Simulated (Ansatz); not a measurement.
# H-capped AlAs nanowire along [111] (40 atoms): support functions against a reference

Wanted: errors and times of a linear-scaling basis for H-capped AlAs nanowire along [111] (40 atoms). A setting counts as converged where the r.m.s. difference of forces stays under 1 % of the r.m.s. force.

Program: Ansatz 0.2.0. Level of theory: Kohn-Sham DFT, PBE, PAW (set soft_2), plane waves. Values are calculated unless marked as measured.

**1. The structure**

The cell holds 40 atoms: 9 Al, 9 As and 22 H. Cell: a = 19.586 Å, b = 16.545 Å, c = 9.805 Å, α = 90.0°, β = 90.0°, γ = 90.0°. It derives from AlAs (zinc-blende). Diamond section of size parameter 4.53 Å cut from zinc-blende AlAs (a = 5.661 Å) along [111], 1 period, broken bonds capped with H, 9 Å of vacuum. Regions: wire, 18 atoms (9 Al and 9 As); hydrogen, 22 atoms (22 H). Vacuum lies along a and b. The structure repeats along c.

What the set-up can't give: Caps of real hydrogen don't mimic the fractional bonds of a polar compound, so surface states and strained caps may belong to the model. Beside vacuum, support functions can miss their usual error bounds without a warning.

**2. Plane-wave single point**

This run is the reference for what follows, at a cutoff of 420 eV.

input.yaml

```yaml
crystal:
  lattice:
    - [19.58599, 0.0, 0.0]
    - [0.0, 16.5449, 0.0]
    - [0.0, 0.0, 9.80514]
  atoms:
    - { symbol: Al, position: [0.39817, 0.43015, 0.32976] }
    - { symbol: As, position: [0.39761, 0.42983, 0.58202] }
    - { symbol: Al, position: [0.2948, 0.50107, 0.99781] }
    - { symbol: As, position: [0.29508, 0.50346, 0.24879] }
    - { symbol: Al, position: [0.3989, 0.57254, 0.66586] }
    - { symbol: As, position: [0.39702, 0.57162, 0.91272] }
    - { symbol: Al, position: [0.60275, 0.43341, 0.33744] }
    - { symbol: As, position: [0.60176, 0.43112, 0.58181] }
    - { symbol: Al, position: [0.49978, 0.36459, 0.66624] }
    - { symbol: As, position: [0.5, 0.36304, 0.91578] }
    - { symbol: Al, position: [0.50002, 0.50303, 0.99585] }
    - { symbol: As, position: [0.50097, 0.5002, 0.24852] }
    - { symbol: Al, position: [0.50173, 0.64231, 0.33618] }
    - { symbol: As, position: [0.50039, 0.64059, 0.5819] }
    - { symbol: Al, position: [0.60208, 0.57161, 0.6661] }
    - { symbol: As, position: [0.60323, 0.56971, 0.91781] }
    - { symbol: Al, position: [0.70349, 0.50107, 0.99974] }
    - { symbol: As, position: [0.70319, 0.50172, 0.24814] }
    - { symbol: H, position: [0.39824, 0.34207, 0.27901] }
    - { symbol: H, position: [0.3336, 0.38821, 0.63523] }
    - { symbol: H, position: [0.29526, 0.41278, 0.94759] }
    - { symbol: H, position: [0.22856, 0.54747, 0.94551] }
    - { symbol: H, position: [0.29724, 0.58798, 0.29816] }
    - { symbol: H, position: [0.23246, 0.45866, 0.30453] }
    - { symbol: H, position: [0.33191, 0.61616, 0.61067] }
    - { symbol: H, position: [0.39735, 0.65744, 0.96924] }
    - { symbol: H, position: [0.60261, 0.34078, 0.27867] }
    - { symbol: H, position: [0.66572, 0.38911, 0.63284] }
    - { symbol: H, position: [0.49812, 0.27302, 0.61073] }
    - { symbol: H, position: [0.56357, 0.31841, 0.96879] }
    - { symbol: H, position: [0.43764, 0.31923, 0.96519] }
    - { symbol: H, position: [0.56442, 0.6878, 0.27746] }
    - { symbol: H, position: [0.43368, 0.68783, 0.27836] }
    - { symbol: H, position: [0.49906, 0.72656, 0.6342] }
    - { symbol: H, position: [0.66672, 0.61659, 0.61402] }
    - { symbol: H, position: [0.60087, 0.65683, 0.96967] }
    - { symbol: H, position: [0.70509, 0.41186, 0.94604] }
    - { symbol: H, position: [0.76915, 0.5476, 0.94527] }
    - { symbol: H, position: [0.76886, 0.45756, 0.30248] }
    - { symbol: H, position: [0.70473, 0.58852, 0.30003] }
kpoints:
  mp_grid: { grid: [1, 1, 2] }
hamiltonian:
  xc: pbe
scf:
  occupations: { method: fermi_dirac, width: 0.05 }
output:
  forces: true
  populations: intrinsic
  dos:
    method: { smearing: { sigma: 0.08 } }
    de: 0.1
    projected:
      site_lists:
        Al: [Al]
        As: [As]
        H: [H]
        wire: [0, 1, 2, 3, 4, 5, 6, 7, 8, 9, 10, 11, 12, 13, 14, 15, 16, 17]
        hydrogen: [18, 19, 20, 21, 22, 23, 24, 25, 26, 27, 28, 29, 30, 31, 32, 33, 34, 35, 36, 37, 38, 39]
  eigenvalues: true
  write_density: true
  write_potential: true
  volumetric_format: npy
  elf: true
```

The run is started by

```
$ ansatz run input.yaml --threads 8 --pin off --max-ram 15872MiB --backend cpu --events-out ev --progress --plain --runs-dir out
```

Standard output:

```text
Engine: ansatz 0.2.0, aarch64-unknown-linux-gnu
Pseudopotentials: kind: paw
Pseudopotential: Al, paw, valence charge 3, recommended cutoff 420 eV (normal), Al.paw.azcp
Pseudopotential: As, paw, valence charge 15, recommended cutoff 420 eV (normal), As.paw.azcp
Pseudopotential: H, paw, valence charge 1, recommended cutoff 420 eV (normal), H.paw.azcp
Functional definition: PBE
  parameter kappa = 0.804
  parameter beta = 0.066725
  exchange = pbe_x(kappa = kappa, mu = beta*pi^2/3)
  correlation = pbe_c(beta = beta)
Crystal: 40 atoms, lattice volume = 3177.338 Å³
Basis set: ecut = 420 eV, 62091 PW (Γ), exchange–correlation on 270×240×144 points (8 copies of the dense FFT grid, shifted against one another)
Bands: 132, of which v1, the nominal top of the filled ones, is band 92 counted from 1 (91 counted from 0)
Symmetry: 1 space group operations
Space group: P1 (ITA 1), of the structure as read, at distance tolerance 1.5e-4 Å
k-points: 2
Non-local potential: Al, projectors of the file, l = 0: 2, l = 1: 2, l = 2: 1
Non-local potential: As, projectors of the file, l = 0: 2, l = 1: 2, l = 2: 3, l = 3: 1
Non-local potential: H, projectors of the file, l = 0: 2, l = 1: 1
PAW form: soft (Blöchl's): semilocal exchange-correlation on the pseudo side does not see the compensation charge
PAW one-centre angular grid: Al, 110 points (default); XC on 64 Gauss nodes
PAW one-centre angular grid: As, 590 points (default); XC on 64 Gauss nodes
PAW one-centre angular grid: H, 110 points (default); XC on 64 Gauss nodes
Initial density: superposition of atomic densities (neutral atoms: chi_scale 0, normalization atom), corrected by the library's trained network
Initial wavefunctions: pseudopotential atomic-orbital guess
Functional: x = pbe(κ = 0.804, μ = 0.219515), c = pbe(β = 0.066725)
SCF iter   1: F=—  HF=-48891.102701 eV  |F-HF|=—  |Δ(HF+E_count)|=         —  Δρ=1.65e-3  dr2=2.13e-1  ethr=1.77e-3  ⟨swp⟩=8.0  Hψ=1264  notcnv=0  defer=32
preconditioner: auto → Resta (q_TF=auto, 1.697 Å⁻¹)  ε∞=1.5  [insulator: Δε(μ)=3.240 eV  Ē_g=9.186 eV  σ=0.050 eV  W_gap=1.00  n_scr=266 (ndim 8)  ℏωp=6.4 eV  f_vac=0.748  D(μ)=0.00/eV (n_scr^D=0)  ε∞_Penn≈1.5  vacuum switching on, ρ_ref=6.1e-3 e/Å³]
SCF iter   2: F=—  HF=-48891.058185 eV  |F-HF|=—  |Δ(HF+E_count)|=   4.45e-2  Δρ=5.43e-4  dr2=1.95e-2  ethr=1.16e-4  ⟨swp⟩=3.0  Hψ=396  notcnv=0  defer=71
SCF iter   3: F=—  HF=-48891.064914 eV  |F-HF|=—  |Δ(HF+E_count)|=   6.73e-3  Δρ=2.56e-4  dr2=3.22e-3  ethr=1.06e-5  ⟨swp⟩=2.0  Hψ=269  notcnv=0  defer=71
SCF iter   4: F=—  HF=-48891.069287 eV  |F-HF|=—  |Δ(HF+E_count)|=   4.37e-3  Δρ=1.13e-4  dr2=4.31e-4  ethr=1.75e-6  ⟨swp⟩=2.0  Hψ=269  notcnv=0  defer=71
SCF iter   5: F=—  HF=-48891.070482 eV  |F-HF|=—  |Δ(HF+E_count)|=   1.20e-3  Δρ=2.20e-5  dr2=2.44e-5  ethr=2.34e-7  ⟨swp⟩=2.0  Hψ=285  notcnv=0  defer=71
SCF iter   6: F=—  HF=-48891.070666 eV  |F-HF|=—  |Δ(HF+E_count)|=   1.84e-4  Δρ=6.50e-6  dr2=1.65e-6  ethr=1.33e-8  ⟨swp⟩=2.0  Hψ=438  notcnv=0  defer=71
SCF iter   7: F=—  HF=-48891.070669 eV  |F-HF|=—  |Δ(HF+E_count)|=   2.34e-6  Δρ=2.31e-6  dr2=2.60e-7  ethr=8.97e-10  ⟨swp⟩=2.0  Hψ=367  notcnv=0  defer=71
SCF iter   8: F=-48891.070669 eV  HF=-48891.070669 eV  |F-HF|=7.05e-8  |Δ(HF+E_count)|=   6.59e-7  Δρ=8.07e-7  dr2=4.53e-8  ethr=5.43e-11  ⟨swp⟩=25.5  Hψ=2412  notcnv=0
SCF 1 converged in 8 iterations: F = -48891.070669 eV  dr2 = 4.53e-8
  greatest PAW one-centre occupation: 0.999 electrons in one spin orbital (limit 2), on the As atom at site 9 (counted from 0), in its partial waves of l = 2
WARN: The output density's exchange-correlation potential varies sharply where the density is thin. Do not read a vacuum level from v_tot or v_xc, or from such a field of the output density. On a cell that repeats whose density bears no net charge and no dipole along the vacuum's axis use v_es (v_loc + v_h of the components); [...]
SCF converged after 8 iterations
Free energy (F): -48891.070669 eV
Harris-Foulkes:  -48891.070669 eV  (|F-HF|=7.05e-8)
Internal energy: -48891.070669 eV  (E = F + TS)
E sigma→0 (E₀):  -48891.070669 eV
Fermi energy:    -2.880326 eV
--- Per-component energies (eV) ---
  E_band       = -4262.367465
  E_kinetic    = 1422.831097
  E_local      = -74169.970592  (includes V_loc(G=0)·N_el)
  E_nonlocal   = -5899.431111
  E_hartree    = 36785.390441
  E_xc         = -1257.126407
  E_vxc        = -1213.351557  (∫ρ·V_xc dr)
  E_paw        = -20744.426004  (= ΣΔE_a)
  E_vpaw       = 2026.789517  (= ΣTr[D̂ρ^β])
  E_aug_tail   = -0.025775  (compensation charges beyond the density's cutoff)
  E_ewald      = 14971.687682
  E_smearing   = -0.000000  (= −TS)
  E_closure    = -0.000000  (closes the sum)
  Σ components = -48891.070669   (vs F -48891.070669, Δ=0.00e0)
--- Forces (eV/Å), atoms counted from 1 ---
  atom   1  Al     0.14996689     0.31107717     0.20419820
  atom   2  As     0.07515308     0.74140362     0.15582071
  atom   3  Al    -0.86140720     0.68245479    -0.39270302
  atom   4  As     0.43656684    -0.93351849    -0.19474574
  atom   5  Al    -0.86029273     0.25591278    -0.44808588
  atom   6  As     0.06526551    -0.21461527     0.53735559
  atom   7  Al    -0.36901320    -1.15751877    -0.74199475
  atom   8  As    -0.11804951     0.49792569     0.59102844
  atom   9  Al    -0.05096853    -1.57256743    -0.51426194
  atom  10  As     0.51490037     0.13176924    -0.14347787
  atom  11  Al    -0.12109158     0.58148614     0.97209637
  atom  12  As    -0.12464612     0.44780322     0.36442751
  atom  13  Al    -0.88954229     0.41463107    -1.08355528
  atom  14  As     0.04086547    -0.46447453     0.28312902
[...]
atom  39  H     -0.67697773     0.70762506    -0.18008926
  atom  40  H      0.31326350    -0.29395740     0.09458003
  max |Σ_I F_I| component: 1.08e-4 eV/Å
--- Band table (eV) ---
  k-point 0: bands = ["-39.4409", "-39.4172", "-39.3513", "-39.3301", [... 116 levels ...], "1.6035", "1.6153", "1.6904", "1.7498", "1.7779", "1.8613", "1.8979", "1.8997", "1.9541", "2.0849", "2.1600", "2.2128"]
  k-point 1: bands = ["-39.4409", "-39.4172", "-39.3513", "-39.3301", [... 116 levels ...], "1.6171", "1.6359", "1.6714", "1.7162", "1.8263", "1.8572", "1.9108", "2.0555", "2.0792", "2.1161", "2.1573", "2.2008"]
--- intrinsic populations: 40 sites ---
  site symbol       q [e]
     0     Al      2.5922
     1     As     15.2390
     2     Al      2.6117
[...]
39      H      0.9474
  spilling = 0.000000 (of n_electrons = 184.000000)
```

Wall time 17 s (8 threads of Arm Neoverse V1, shared host); peak memory 4.7 GiB; 2.1 min of CPU time.

The program notes that the exchange-correlation potential is rough where the density is thin.

Read from the output:

```yaml
free_energy: -48891.0707 eV
free_energy_per_atom: -1222.2768 eV/atom
scf_cycles: 8
r_m_s_force_component: 0.4396 eV/Å
longest_force: 1.655 eV/Å
fermi_energy: -2.88 eV
spacing_of_highest_filled_and_lowest_empty_level: 3.178 eV
```

The r.m.s. force component of 0.44 eV/Å sets the scale for the differences below.

**3. Support functions low**

The cell is solved in localised support functions.

This step: Kohn-Sham DFT, PBE, PAW (set soft_2), localised support functions (low) (Ansatz 0.2.0).

input.yaml, the sections that differ from step 2:

```yaml
scf:
  occupations: { method: fermi_dirac, width: 0.05 }
  eigensolver: { kind: { support_functions: { accuracy: low } } }
  mixing: { beta: 0.4 }
  max_iter: 150
output:
  forces: true
  eigenvalues: true
# crystal, kpoints, hamiltonian: as in step 2
```

Standard output:

```text
Warning: scf.eigensolver.kind.support_functions: disabling space-group detection — the functions' gradient is summed over unrotated k-points, so no spatial operation reduces the k-mesh or symmetrises the density; time reversal is kept, so that k and −k are solved as one point where they differ and the mesh holds both, and exact exchange and, on two spinor components, a DFT+U term hold to it where the run has them: [...]
settings of this run that can trade accuracy for cost: scf.eigensolver.kind.support_functions; scf.eigensolver.kind.support_functions.accuracy: low [...]
[...]
Crystal: 40 atoms, lattice volume = 3177.338 Å³
Basis set: ecut = 420 eV, 62091 PW (Γ), exchange–correlation on 270×240×144 points (8 copies of the dense FFT grid, shifted against one another)
Bands: 111, of which v1, the nominal top of the filled ones, is band 92 counted from 1 (91 counted from 0)
Symmetry: 1 space group operations
k-points: 2
[...]
SCF iter   1: F=—  HF=-48887.969864 eV  |F-HF|=—  |Δ(HF+E_count)|=         —  Δρ=2.48e-2  dr2=2.17e1  ethr=1.00e-1
[...]
SCF iter   9: F=—  HF=-48891.131633 eV  |F-HF|=—  |Δ(HF+E_count)|=   2.04e-4  Δρ=1.94e-5  dr2=1.14e-5  ethr=6.43e-8  κ⁻¹=1.0e-7(r=7)
SCF iter  10: F=-48891.131770 eV  HF=-48891.131769 eV  |F-HF|=5.87e-7  |Δ(HF+E_count)|=   1.36e-4  Δρ=7.26e-6  dr2=2.06e-6  ethr=6.21e-9
SCF 1 converged in 10 iterations: F = -48891.132729 eV  dr2 = 2.06e-6
[...]
SCF converged after 10 iterations
Stability not checked: this state was not tested for a lower state beside it, because the mixer in use, unlike msr1, does not test its closes by its own steps (another_mixer; see scf.mixing.algorithm and scf.lower_state_search)
Free energy (F): -48891.132729 eV
[...]
Internal energy: -48891.132729 eV  (E = F + TS)
E sigma→0 (E₀):  -48891.132729 eV
Fermi energy:    -2.880478 eV
[...]
Σ components = -48891.132729   (vs F -48891.132729, Δ=0.00e0)
--- Forces (eV/Å), atoms counted from 1 ---
  atom   1  Al     0.14961857     0.31024173     0.20355363
  atom   2  As     0.07297543     0.74015459     0.15691668
  atom   3  Al    -0.86261782     0.68224067    -0.39356690
  atom   4  As     0.43460662    -0.93189550    -0.19278336
[...]
atom  40  H      0.31303039    -0.29663421     0.09348306
  max |Σ_I F_I| component: 4.57e-3 eV/Å
--- Band table (eV) ---
[...]
```

Wall time 46 s (8 threads); peak memory 3.2 GiB; 5.9 min of CPU time.

The program notes that the band table was not solved further than the SCF left it and it switched symmetry off.

Keys that differ from the reference: support_functions.accuracy = "low", scf.max_iter = 150 and scf.mixing.beta = 0.4.

Forces differ from the reference by 1.4 meV/Å r.m.s., 0.31 % of their size, within a tolerance of 1 %; the energy by -1.6 meV/atom. It took roughly 2.8 times the reference's time (one timing each, with unlike analyses asked), in 10 cycles against 8.

**4. Support functions medium**

The cell is solved in localised support functions.

This step: Kohn-Sham DFT, PBE, PAW (set soft_2), localised support functions (medium) (Ansatz 0.2.0).

input.yaml, the sections that differ from step 3:

```yaml
scf:
  occupations: { method: fermi_dirac, width: 0.05 }
  eigensolver: { kind: { support_functions: { accuracy: medium } } }
  mixing: { beta: 0.4 }
  max_iter: 150
# crystal, kpoints, hamiltonian, output: as in step 3
```

Standard output:

```text
[...]
Crystal: 40 atoms, lattice volume = 3177.338 Å³
Basis set: ecut = 420 eV, 62091 PW (Γ), exchange–correlation on 270×240×144 points (8 copies of the dense FFT grid, shifted against one another)
Bands: 111, of which v1, the nominal top of the filled ones, is band 92 counted from 1 (91 counted from 0)
Symmetry: 1 space group operations
k-points: 2
[...]
SCF iter   1: F=—  HF=-48887.825705 eV  |F-HF|=—  |Δ(HF+E_count)|=         —  Δρ=2.48e-2  dr2=2.18e1  ethr=1.00e-1
[...]
SCF iter  11: F=—  HF=-48891.131840 eV  |F-HF|=—  |Δ(HF+E_count)|=   1.03e-4  Δρ=5.12e-6  dr2=9.81e-7  ethr=1.40e-9  κ⁻¹=7.2e-7(r=7)
SCF iter  12: F=-48891.131840 eV  HF=-48891.131840 eV  |F-HF|=9.98e-9  |Δ(HF+E_count)|=   1.32e-7  Δρ=1.31e-6  dr2=5.88e-8  ethr=5.33e-10
SCF 1 converged in 12 iterations: F = -48891.132729 eV  dr2 = 5.88e-8
[...]
SCF converged after 12 iterations
[...]
Free energy (F): -48891.132729 eV
[...]
Internal energy: -48891.132729 eV  (E = F + TS)
E sigma→0 (E₀):  -48891.132729 eV
Fermi energy:    -2.880734 eV
[...]
Σ components = -48891.132729   (vs F -48891.132729, Δ=0.00e0)
--- Forces (eV/Å), atoms counted from 1 ---
  atom   1  Al     0.14958424     0.31021985     0.20363477
  atom   2  As     0.07291761     0.74020202     0.15683974
  atom   3  Al    -0.86270223     0.68207981    -0.39368300
  atom   4  As     0.43464051    -0.93171269    -0.19276811
[...]
atom  40  H      0.31304038    -0.29660573     0.09348209
  max |Σ_I F_I| component: 4.38e-3 eV/Å
--- Band table (eV) ---
[...]
```

Run time: 54 s. Hardware: 8 threads; peak memory 3.4 GiB.

Keys that differ from the reference: support_functions.accuracy = "medium", scf.max_iter = 150 and scf.mixing.beta = 0.4.

Forces differ from the reference by 1.4 meV/Å r.m.s., 0.31 % of their size, within a tolerance of 1 %; the energy by -1.6 meV/atom. It took roughly 3.2 times the reference's time (one timing each, with unlike analyses asked), in 12 cycles against 8.

**5. Support functions medium, radius 3.87 Å**

The radius confines each support function; a larger one gives more freedom and more work per atom.

input.yaml, the sections that differ from step 4:

```yaml
scf:
  occupations: { method: fermi_dirac, width: 0.05 }
  eigensolver: { kind: { support_functions: { accuracy: medium, radius: 3.87 } } }
  mixing: { beta: 0.4 }
  max_iter: 150
# crystal, kpoints, hamiltonian, output: as in step 4
```

Standard output:

```text
Warning: scf.eigensolver.kind.support_functions: disabling space-group detection — the functions' gradient is summed over unrotated k-points, so no spatial operation reduces the k-mesh or symmetrises the density; time reversal is kept, so that k and −k are solved as one point where they differ and the mesh holds both, and exact exchange and, on two spinor components, a DFT+U term hold to it where the run has them: [...]
settings of this run that can trade accuracy for cost: scf.eigensolver.kind.support_functions [...]
Engine: ansatz 0.2.0, aarch64-unknown-linux-gnu
Pseudopotentials: kind: paw
Pseudopotential: Al, paw, valence charge 3, recommended cutoff 420 eV (normal), Al.paw.azcp
Pseudopotential: As, paw, valence charge 15, recommended cutoff 420 eV (normal), As.paw.azcp
Pseudopotential: H, paw, valence charge 1, recommended cutoff 420 eV (normal), H.paw.azcp
[... 5 lines on functional and potentials left out ...]
Error: SCF: the radius of support functions is under 4.34 Å, the least for these sites at the functions' level (scf.eigensolver.kind.support_functions.accuracy). Use scf.eigensolver.kind: auto, or type scf.eigensolver.kind.support_functions.radius at least as long, [...]
```

It took 1.3 s on 8 threads; peak memory 0.47 GiB; 6 s of CPU time.

The program refuses radii under 4.34 Å for these atoms at this level.

[end of part 1 of 2]

[Long decimals in the printed logs are rounded to 6 places.]

[Logs are printed without paths, hosts, clocks, repeated set-up lines and the standing remarks that a program may print on its own settings, such as how far it seeks lower states.]

[Hosts, paths, dates, database ids (printed as entryN), source tags and the programs' standing remarks are cut or masked in the printed files.]
